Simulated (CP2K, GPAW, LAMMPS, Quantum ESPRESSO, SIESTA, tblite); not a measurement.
# GPAW on amorphous 59Ga2O3-41P2O5 (mol %) (128 atoms): settings against a plane-wave reference

How do the settings of GPAW change the result for amorphous 59Ga2O3-41P2O5 (mol %) (128 atoms)? A plane-wave run serves as the yardstick.

Program: GPAW 26.7.0. Level of theory: the method is named at each step. Results are calculated unless marked as measured.

### 1. The starting structure

The cell holds 128 atoms: 26 Ga, 18 P and 84 O. Its edges and angles: a = 11.545 Å, b = 11.545 Å, c = 11.545 Å, α = 90.0°, β = 90.0°, γ = 90.0°. 128 atoms (26 Fe, 18 P, 84 O) placed at random at 3.33 g/cm³, melted at 5000 K for 10 ps at fixed volume with the Morse and Coulomb pair potential with partial charges (Pedone, Malavasi, Menziani, Cormack and Segre, J. Phys. Chem. B 110, 11780 (2006)). Quenched from 5000 K to 300 K at 100 K/ps and fixed volume, held 10 ps at zero pressure, then minimised at fixed cell. Then Fe was replaced by Ga and the cell scaled by 1.005 (the potential has no terms for the new elements, so the cell is a start for a DFT relaxation).

The yardstick, on the same geometry:

* method: Kohn-Sham DFT, PBE, SSSP efficiency 1.3.0 pseudopotentials, plane waves (Quantum ESPRESSO 7.5); sssp-pbe-1.3.0-efficiency, cutoffs 70/560 Ry, Γ point
* r.m.s. force component: 1.041 eV/Å
* longest force: 3.749 eV/Å
* pressure: 0.089 GPa
* gap (highest filled to lowest empty level): 1.536 eV
* time: 62 min on 1 thread of Arm Neoverse V2, shared host
* CPU time: 62 min

### 2. PBE, LCAO dzp, h 0.18 Å

Method: Kohn-Sham DFT, PBE, PAW, atomic orbitals (dzp).

Input file run.py:

```python
import numpy as np
from ase.io import read
from gpaw import GPAW, FermiDirac
from ase.parallel import parprint as print

atoms = read("structure.xyz")
atoms.calc = GPAW(
    mode="lcao",
    basis="dzp",
    h=0.18,
    xc="PBE",
    kpts={"size": (1, 1, 1), "gamma": True},
    occupations=FermiDirac(0.05),
    maxiter=200,
    symmetry={"point_group": False},
    txt="gpaw.txt",
)
energy = atoms.get_potential_energy(force_consistent=True)
forces = atoms.get_forces()
print(f"energy {energy:.6f} eV")
print("forces (eV/A)")
for i, (a, f) in enumerate(zip(atoms, forces)):
    print(f"{i:4d} {a.symbol:2s} {f[0]:10.5f} {f[1]:10.5f} {f[2]:10.5f}")
print(f"Fermi level {atoms.calc.get_fermi_level():.4f} eV")
for k in range(len(atoms.calc.get_ibz_k_points())):
    for s in range(atoms.calc.get_number_of_spins()):
        e = atoms.calc.get_eigenvalues(kpt=k, spin=s)
        n = np.searchsorted(e, atoms.calc.get_fermi_level())
        print(f"k {k} spin {s} levels about the Fermi level:", np.round(e[max(n - 6, 0):n], 4).tolist(), "|", np.round(e[n:n + 6], 4).tolist())
```

Input file structure.xyz:

```xyz
128
Lattice="11.54471 0.00000 0.00000 0.00000 11.54471 0.00000 0.00000 0.00000 11.54471" Properties=species:S:1:pos:R:3 pbc="T T T"
Ga 2.33157 9.30515 8.85930
Ga 10.33609 4.61523 2.39807
Ga 6.82823 1.30224 9.51261
Ga 7.77744 3.89195 10.90179
Ga 8.25631 5.20678 8.28876
Ga 6.90859 4.39576 3.23183
Ga 3.25238 0.29474 3.06581
Ga 5.09364 3.85443 8.70344
Ga 1.96399 2.95706 9.73311
Ga 4.39877 5.55843 3.72455
Ga 6.01364 6.11027 6.36137
Ga 11.52393 2.57378 5.56501
Ga 10.29707 2.24348 9.22849
Ga 10.88608 5.00879 10.62714
Ga 0.09490 4.70216 7.82177
Ga 8.00383 10.57103 2.22074
Ga 4.07967 7.94992 11.29996
Ga 7.53119 7.32523 2.83538
Ga 6.93699 10.29095 5.10311
Ga 10.53478 9.14988 2.02263
Ga 10.63776 7.97855 9.28206
Ga 5.90039 1.70596 3.49920
Ga 2.72478 7.30930 5.52426
Ga 11.24951 10.00626 7.48351
Ga 2.88479 4.30710 6.42798
Ga 4.37244 1.90950 0.15320
P 6.19108 10.53016 10.93399
P 5.16845 5.09076 0.71150
P 11.25782 6.43814 4.98882
P 8.69328 3.33469 5.57009
P 4.70874 1.58105 6.68785
P 1.91596 3.51398 3.36344
P 0.22789 11.12541 4.36852
P 4.62481 9.12979 7.06571
P 8.84740 0.71877 7.14964
P 2.65390 6.18854 8.80527
P 8.51688 2.03279 1.41123
P 4.63058 8.84671 3.05346
P 1.89610 0.70400 7.58418
P 2.05415 11.22573 0.11660
P 10.61929 10.92972 10.89463
P 8.23311 6.83354 11.09343
P 0.86689 6.98143 0.61222
P 8.90328 7.92452 6.40420
O 6.42174 3.15332 9.81554
O 2.49377 10.15300 10.65669
O 10.89901 5.99448 3.59929
O 3.23968 8.79037 6.49286
O 8.37534 5.48836 2.79578
O 4.33354 3.07459 6.77721
O 10.84810 10.07946 9.64537
O 0.68275 8.38157 8.23623
O 5.45234 9.23069 10.72700
O 11.23808 10.42972 3.12458
O 9.02808 0.68864 1.83376
O 5.02957 1.25860 5.24384
[... 68 atom lines left out ...]
O 10.83194 2.98200 7.46966
O 1.73482 11.31797 4.26912
O 2.35512 7.10485 0.44944
O 10.46251 5.93652 8.76359
```

Command:

```bash
$ OMP_NUM_THREADS=1 mpirun -np 2 gpaw python run.py > output.txt
```

The program printed:

```text
energy -758.522703 eV
forces (eV/A)
   0 Ga    0.20828    0.26032   -0.16781
   1 Ga    0.04568   -0.36317    0.68807
   2 Ga   -0.84957   -1.97377    0.25118
   3 Ga   -0.21278    0.54447    1.61548
   4 Ga    0.65878    0.27783    0.36691
   5 Ga   -0.09955   -0.25294    0.28693
   6 Ga   -1.32608    0.09571   -1.08473
   7 Ga   -1.22063   -0.22745   -0.29477
   8 Ga    0.48029    0.62568   -1.49333
   9 Ga   -0.09908   -1.05263   -0.40791
  10 Ga   -0.19871    1.20476   -0.84422
  11 Ga   -0.13401   -0.53960   -0.37764
  12 Ga    0.14292   -0.18924   -0.88995
  13 Ga   -0.58878    2.32105   -0.42771
  14 Ga    0.83844    0.49260   -0.06638
  15 Ga   -0.30994    1.05022   -0.31200
  16 Ga   -0.13163   -0.73252    1.23272
  17 Ga   -0.09661   -1.05916   -0.44372
  18 Ga    0.46752   -0.16879    0.95770
  19 Ga    1.06173   -0.39571   -0.88607
  20 Ga    0.20153   -1.17314    1.48024
  21 Ga    0.19044    1.17473   -0.67327
  22 Ga    1.28978   -0.50167    0.76687
  23 Ga    0.14548    0.60363   -1.29408
[...]
120 O    -1.61937   -1.43557   -0.45467
 121 O     0.99680   -0.93965   -0.08790
 122 O    -0.73470   -0.46095    0.02446
 123 O    -0.27235    1.96023    1.33635
 124 O    -0.31070   -0.21236   -0.04116
 125 O     3.14464   -0.03450   -0.30378
 126 O     2.51399   -0.12032    0.38761
 127 O    -0.53038   -0.15588    0.42580
Fermi level 4.3075 eV
k 0 spin 0 levels about the Fermi level: [3.2536, 3.3314, 3.3836, 3.566, 3.609, 3.6165] | [4.9583, 6.0149, 6.1944, 6.4185, 6.5515, 6.7493]
```

gpaw.txt:

```text
Input parameters:
  mode=LCAO(),
  basis={'default': 'dzp'},
  h=0.18,
  kpts=MonkhorstPack(size=(1, 1, 1), gamma=True),
  maxiter=200,
  occupations=Occupations(name='fermi-dirac', width=0.05, fixmagmom=False),
  symmetry=Symmetry(point_group=False),
  xc=XC(name='PBE')
        .O--------------------------.
       /|             P          P  |
      / |    O  Ga  O    O          |
     /O |                P       O  |
    /   |        O         O        |
   /    |  OGO   O    Ga      GaGa  |
  /     O                  O      Ga|
 * O    Ga P  O   O O     O   O     |
 |      | O O O Ga O    GaOGa      O|
 |  GO  O   O     Ga    GaO         |
 |      |   Ga     Ga O  O   OO     |
 |    P O  GaOO O O             O  O|
 |   O  | O  P O  P OO PO OGO       |
 |     O|     OGa    O  Ga O   Gaa  |
 |     O.-O--PO--O--Ga--OO-----O----.
 |  O  /P       OO          OGa    /
 |    /P O O    Ga      O         /
 |   O   Ga      P  OO     O     /
 |  /        OO        O  O     /
[... lines left out ...]
        l=0, rc=2.2969 Bohr: 2s-dz split-valence wave
        l=1, rc=2.8906 Bohr: 2p-dz split-valence wave
        l=2, rc=5.3906 Bohr: d-type Gaussian polarization
      Number of RI-basis functions 0
Reference energy: -1713885.498905  # eV
eigensolver:
density mixing:
  MSR1-Mixer
occupation numbers:
  Fermi-Dirac:
    width: 0.0500  # eV
FastPoissonSolver using
    Stencil: 6*3+1=19 point O(h^6) finite-difference Laplacian
xc functional:
  name: PBE with 2 nearest neighbor stencil
interpolation: tri-quintic # 5. degree polynomial
Initialization done in: 6.746 s
convergence criteria:
- Maximum [total energy] change in last 3 cyles: 0.0005 eV / valence electron
- Maximum integral of absolute [dens]ity change: 0.0001 electrons / valence electron
- Maximum integral of absolute [eigenst]ate change: 4e-08 eV^2 / valence electron
maximum number of iterations: 200
SCF iterations
|iter     |      energy | eigst |  dens |
|---------|-------------|-------|-------|
|iter:   1| -847.060262 |      c|       |
|iter:   2| -825.242774 |      c| -0.77 |
|iter:   3| -758.891514 |      c| -0.82 |
|iter:   4| -758.545610 |      c| -1.47 |
|iter:   5| -758.625452 |      c| -1.78 |
|iter:   6| -758.526066c|      c| -2.39 |
|iter:   7| -758.523689c|      c| -2.86 |
|iter:   8| -758.522775c|      c| -3.17 |
|iter:   9| -758.522708c|      c| -3.74 |
|iter:  10| -758.522699c|      c| -4.21c|
Converged in 10 steps
SCF loop duration: 112.855 s (11.286 s/step)
Energy contributions relative to reference atoms: (reference = -1713885.498905)
Energy contributions:
  Kinetic:        1231.561472
  Coulomb:       -1019.157684
  Zero:             16.208180
  External:          0.000000
  Xc:             -987.134664
  Entropy:          -0.000006
  Spinorbit:         0.000000
  ----------------------------
  Free energy:    -758.522703
  Extrapolated:   -758.522699
dipole moment: (40.470654, 57.908931, -10.386340)  # |e|*Ang
Fermi level: 4.308
Eigenvalues  # (at kpt = [0.000, 0.000, 0.000])
| band index |      eig [eV] | occ [0-2] |
|------------|---------------|-----------|
|          0 |       -19.278 |     2.000 |
|        ... |               |           |
|        328 |         3.113 |     2.000 |
|        329 |         3.145 |     2.000 |
[...]
|        343 |         6.910 |     0.000 |
|        ... |               |           |
|        407 |        12.173 |     0.000 |
Gap: 1.342 eV
Transition (v -> c):
  (s=0, k=0, n=335, [0.00, 0.00, 0.00]) -> (s=0, k=0, n=336, [0.00, 0.00, 0.00])
No difference between direct/indirect transitions
Force computation time: 22.769  # s
```

The job ended after 2.4 min (2 MPI ranks of Arm Neoverse V2, shared host; peak memory 2.6 GiB).

Banners, paths, timers and routine set-up lines are dropped from the logs unmarked, and long logs keep their key lines alone; longer cuts are marked.

Against the reference:

```yaml
r_m_s_force_component: 1.354 eV/Å
r_m_s_difference_of_force_components: 461.4 meV/Å
longest_difference_of_force_vectors: 1315 meV/Å
force_difference_over_r_m_s_force: 44.31 %
slope_of_forces_against_the_reference_s: 1.248
correlation_of_force_components: 0.9592
spacing_of_highest_filled_and_lowest_empty_level: 1.342 eV
gap_difference: -0.1942 eV
```

This run lies far from the reference in forces at the same functional. Basis and potentials both differ; the latter hold 672 valence electrons against the reference's 932.

Length of the force difference by element (eV/Å):

```csv
element,atoms,mean,most
Ga,26,0.53,1.1
O,84,0.90,1.3
P,18,0.23,0.38
```

Levels nearest the highest filled one (eV from it): -0.36, -0.29, -0.23, -0.05, -0.01, 0.00, 1.34, 2.40, 2.58, 2.80, 2.94, 3.13.

A closer look about O116, which bears the longest force: 12 atoms, nearest first, numbered in the order of the input, with positions taken from that point.

```csv
atom,x,y,z,distance (Å),bonds,Fx,Fy,Fz (eV/Å)
O116,0.00,0.00,0.00,0.00,3,-1.15,-4.14,1.31
P43,0.55,1.43,-0.15,1.53,4,-0.70,2.31,-2.82
Ga14,-0.98,-0.55,-1.68,2.02,5,-0.59,2.32,-0.43
O86,-0.18,1.92,-1.43,2.40,2,-0.86,0.50,-2.09
Ga2,-1.53,-0.94,1.63,2.43,5,0.05,-0.36,0.69
O74,-0.01,2.37,0.90,2.54,2,0.16,0.91,3.13
O127,2.04,1.55,-0.32,2.58,2,2.51,-0.12,0.39
O82,-2.53,0.29,-0.75,2.65,2,2.52,-2.69,2.18
O85,0.17,-2.00,2.08,2.89,2,-3.16,0.06,-1.40
O107,1.24,-0.05,-2.69,2.96,1,-1.29,-0.83,1.49
O47,-0.96,0.44,2.83,3.03,2,-0.47,0.32,-1.75
O118,-0.19,-2.20,-2.16,3.09,3,0.08,-0.79,0.38
```

Atoms are counted from 1 here, from 0 in the log.

Forces lie 44 % from the reference's, at 0.077 times its CPU time (on 2 against 1 cores).

### 3. PBE, LCAO szp(dzp), h 0.18 Å

Method: Kohn-Sham DFT, PBE, PAW, atomic orbitals (szp(dzp)).

run.py: that of step 2 with these lines changed.

```diff
@@ -3,3 +3,2 @@
 from gpaw import GPAW, FermiDirac
-from ase.parallel import parprint as print
 
@@ -8,3 +7,3 @@
     mode="lcao",
-    basis="dzp",
+    basis="szp(dzp)",
     h=0.18,
```

structure.xyz is that of step 2.

Command:

```bash
$ OMP_NUM_THREADS=1 python run.py > output.txt
```

The program printed:

```text
energy -705.803123 eV
forces (eV/A)
   0 Ga    0.38255    0.28003   -0.32306
   1 Ga   -0.08854   -0.34176    0.62916
   2 Ga   -0.88267   -2.22164    0.36558
   3 Ga   -0.34016    0.72225    1.97409
   4 Ga    0.86224    0.31184    0.46862
   5 Ga    0.00777   -0.33320    0.01053
   6 Ga   -1.48359    0.10592   -1.03395
   7 Ga   -1.25553   -0.24730   -0.27298
   8 Ga    0.60100    0.65555   -1.57003
   9 Ga   -0.21504   -1.19273   -0.77544
  10 Ga   -0.32317    1.50709   -0.81570
  11 Ga   -0.25436   -0.63408   -0.54633
  12 Ga    0.11519   -0.41866   -1.10864
  13 Ga   -0.62986    2.48065   -0.32240
  14 Ga    1.05048    0.64999   -0.17635
  15 Ga   -0.42380    1.14314   -0.49774
  16 Ga   -0.27055   -0.85818    1.23547
  17 Ga   -0.13675   -1.13606   -0.38034
  18 Ga    0.22187   -0.24181    1.01946
  19 Ga    1.38010   -0.43001   -0.79887
  20 Ga    0.10225   -1.29408    1.79763
  21 Ga    0.34791    1.18861   -0.61233
  22 Ga    1.31524   -0.33838    0.90898
  23 Ga    0.16767    0.80184   -1.67221
[...]
120 O    -1.68854   -1.42086   -0.45302
 121 O     0.99106   -0.86996   -0.06955
 122 O    -0.76476   -0.51382    0.09999
 123 O    -0.19714    2.04785    1.47177
 124 O    -0.32274   -0.23387   -0.06028
 125 O     3.22087   -0.01239   -0.37085
 126 O     2.70412   -0.06940    0.39517
 127 O    -0.65440   -0.08576    0.39021
Fermi level 4.6268 eV
k 0 spin 0 levels about the Fermi level: [3.5942, 3.6816, 3.7227, 3.9783, 3.9963, 4.032] | [5.1914, 6.3195, 6.4998, 6.7216, 6.8448, 7.0437]
```

gpaw.txt:

```text
Input parameters:
  mode=LCAO(),
  basis={'default': 'szp(dzp)'},
  h=0.18,
  kpts=MonkhorstPack(size=(1, 1, 1), gamma=True),
  maxiter=200,
  occupations=Occupations(name='fermi-dirac', width=0.05, fixmagmom=False),
  symmetry=Symmetry(point_group=False),
  xc=XC(name='PBE')
        .O--------------------------.
       /|             P          P  |
      / |    O  Ga  O    O          |
[... lines left out ...]
  Fermi-Dirac:
[... lines left out ...]
convergence criteria:
- Maximum [total energy] change in last 3 cyles: 0.0005 eV / valence electron
[... lines left out ...]
Converged in 11 steps
[... lines left out ...]
  Free energy:    -705.803123
  Extrapolated:   -705.803107
dipole moment: (40.931383, 58.359759, -9.607474)  # |e|*Ang
Fermi level: 4.627
Eigenvalues  # (at kpt = [0.000, 0.000, 0.000])
| band index |      eig [eV] | occ [0-2] |
|------------|---------------|-----------|
|          0 |       -19.495 |     2.000 |
|        ... |               |           |
|        328 |         3.450 |     2.000 |
|        329 |         3.489 |     2.000 |
[...]
|        343 |         7.173 |     0.000 |
|        ... |               |           |
|        407 |        12.478 |     0.000 |
Gap: 1.159 eV
Transition (v -> c):
  (s=0, k=0, n=335, [0.00, 0.00, 0.00]) -> (s=0, k=0, n=336, [0.00, 0.00, 0.00])
No difference between direct/indirect transitions
Force computation time: 31.379  # s
timing:  # [seconds]
  Total:  188.595  # ━━━━━━━━━━━━━━━━━━━━━━━━━━━━━━━━━━━━━━━━━━━━━━━━━━━━━━━━
  Init:    11.221  # ━━━╸
  SCF:    145.959  # ━━━━━━━━━━━━━━━━━━━━━━━━━━━━━━━━━━━━━━━━━━━╸
  Forces:  31.379  # ━━━━━━━━━╸
```

Wall time 3.2 min (1 thread); peak memory 2 GiB.

Compared with the plane-wave run:

- r.m.s. force component: 1.477 eV/Å
- r.m.s. difference of force components: 566 meV/Å
- longest difference of force vectors: 1687 meV/Å
- force difference over r.m.s. force: 54.35 %
- slope of forces against the reference's: 1.357
- correlation of force components: 0.9574
- gap (highest filled to lowest empty level): 1.159 eV
- gap difference: -0.3766 eV

This is a coarse setting, run to see what it loses.

Against the first run (44 %), the force difference from the reference is 54 %, at 0.66 times the CPU time (on 1 against 2 cores), with 1152 basis functions against 1664: the smaller basis costs accuracy.

### 4. RPBE, LCAO dzp, h 0.18 Å

Method: Kohn-Sham DFT, RPBE, PAW, atomic orbitals (dzp).

run.py: that of step 3 with these lines changed.

```diff
@@ -3,2 +3,3 @@
 from gpaw import GPAW, FermiDirac
+from ase.parallel import parprint as print
 
@@ -7,5 +8,5 @@
     mode="lcao",
-    basis="szp(dzp)",
+    basis="dzp",
     h=0.18,
-    xc="PBE",
+    xc="RPBE",
     kpts={"size": (1, 1, 1), "gamma": True},
```

structure.xyz is that of step 3.

Command:

```bash
$ OMP_NUM_THREADS=1 mpirun -np 2 gpaw python run.py > output.txt
```

The program printed:

```text
energy -711.312508 eV
forces (eV/A)
   0 Ga    0.19735    0.26166   -0.18101
   1 Ga    0.01598   -0.37636    0.64812
   2 Ga   -0.88459   -2.01935    0.29704
   3 Ga   -0.14983    0.58229    1.68024
   4 Ga    0.68583    0.28497    0.42691
   5 Ga   -0.12633   -0.22833    0.23339
[...]
125 O     3.26099   -0.07641   -0.24590
 126 O     2.59371   -0.15496    0.45015
 127 O    -0.58064   -0.10232    0.38709
Fermi level 4.5078 eV
k 0 spin 0 levels about the Fermi level: [3.4222, 3.4996, 3.549, 3.7352, 3.7769, 3.7853] | [5.1903, 6.2422, 6.4204, 6.6489, 6.7818, 6.9806]
```

gpaw.txt:

```text
Input parameters:
  mode=LCAO(),
  basis={'default': 'dzp'},
  h=0.18,
  kpts=MonkhorstPack(size=(1, 1, 1), gamma=True),
  maxiter=200,
  occupations=Occupations(name='fermi-dirac', width=0.05, fixmagmom=False),
[... lines left out ...]
  Fermi-Dirac:
[... lines left out ...]
convergence criteria:
- Maximum [total energy] change in last 3 cyles: 0.0005 eV / valence electron
[... lines left out ...]
Converged in 10 steps
[... lines left out ...]
  Free energy:    -711.312508
[... lines left out ...]
Fermi level: 4.508
[... lines left out ...]
|        ... |               |           |
|        328 |         3.281 |     2.000 |
|        329 |         3.309 |     2.000 |
[...]
|        343 |         7.141 |     0.000 |
|        ... |               |           |
|        407 |        12.441 |     0.000 |
Gap: 1.405 eV
Transition (v -> c):
  (s=0, k=0, n=335, [0.00, 0.00, 0.00]) -> (s=0, k=0, n=336, [0.00, 0.00, 0.00])
No difference between direct/indirect transitions
Force computation time: 22.701  # s
```

It took 2.3 min on 2 MPI ranks; peak memory 2.5 GiB.

Compared with the plane-wave run:

* r.m.s. force component: 1.391 eV/Å
* r.m.s. difference of force components: 508.5 meV/Å
* longest difference of force vectors: 1486 meV/Å
* force difference over r.m.s. force: 48.82 %
* slope of forces against the reference's: 1.273
* correlation of force components: 0.9529
* gap (highest filled to lowest empty level): 1.405 eV
* gap difference: -0.131 eV

Against the first run (44 %), the force difference from the reference is 49 %, at 0.97 times the CPU time; the model has changed, so this is no error of the program alone.

### 5. The ladder

Differences are against the plane-wave reference, forces as r.m.s. over components; share is that over the reference's r.m.s. force, slope the least-squares factor from reference forces to these. Total energies of different programs have different zeros and aren't compared.

```csv
run,"Δ force, r.m.s. (meV/Å)",share (%),slope,Δ gap (eV),cores,CPU time,memory (GiB)
reference,-,-,-,-,1,62 min,7.3
"GPAW PBE, LCAO dzp, h 0.18 Å",461,44.3,1.248,-0.194,2,4.8 min,2.6
"GPAW PBE, LCAO szp(dzp), h 0.18 Å (coarse)",566,54.3,1.357,-0.377,1,3.2 min,2.0
"GPAW RPBE, LCAO dzp, h 0.18 Å",508,48.8,1.273,-0.131,2,4.7 min,2.5
```

Rows marked coarse were listed beforehand as settings not expected to be converged; some can still land near the reference.

CPU time is summed over cores on a shared host, where runs went side by side, so it is rough. Symmetry, cutoffs, thresholds, outputs and thread counts weren't matched or tuned between programs; memory under MPI is the largest rank's times the ranks.

### 6. Summary of results

- nearest in forces: GPAW PBE, LCAO dzp, h 0.18 Å, 44 %
- its CPU time: 4.8 min

The PBE run in local orbitals, coarse settings apart, differs by 44 % (GPAW PBE, LCAO dzp, h 0.18 Å); basis, grid and potentials can all enter, and differences of this size make the forces unusable. Rows with another functional or a dispersion term differ by 49 % (GPAW RPBE, LCAO dzp, h 0.18 Å), which mixes the change of model with differences of basis and potentials. Runs with settings chosen to be coarse differ by 54 % (GPAW PBE, LCAO szp(dzp), h 0.18 Å), their programs' other errors included. Of the electronic-structure runs that take under half the reference's CPU time, GPAW PBE, LCAO dzp, h 0.18 Å comes nearest, at 44 % in 4.8 min against 62 min. At the same functional, gaps differ from the reference's 1.54 eV by between -0.38 and -0.19 eV. The potentials hold different valence shells: 932 electrons in the reference, 672 in GPAW; this bears on time and differences. GPAW's setups keep the filled d shell of Ga in the core. In our tests on small cells the SSSP efficiency potentials stood apart from two norm-conserving sets, for C–F bonds most and for P–O bonds less, so differences between them and other runs here needn't be the other run's error. GPAW's Ga setup keeps the 3d shell in the core. The quench rate of 100 K/ps is many orders above laboratory rates, so the cell is likely richer in defects and strain than a real sample. The network of bonds at the start is that of the classical potential that made the cell, and needn't be the one that DFT or experiment would give. The electronic-structure runs sample only Γ, in a cell whose shortest periodic width is 12 Å.

[Also dropped from logs without a mark: logging warnings of Python, and SIESTA's first energy breakdown and zero terms.]

[Logs are printed without paths, hosts, clocks, repeated set-up lines and the standing remarks that a program may print on its own settings, such as how far it seeks lower states.]

[Hosts, paths, dates, database ids (printed as entryN), source tags and the programs' standing remarks are cut or masked in the printed files.]
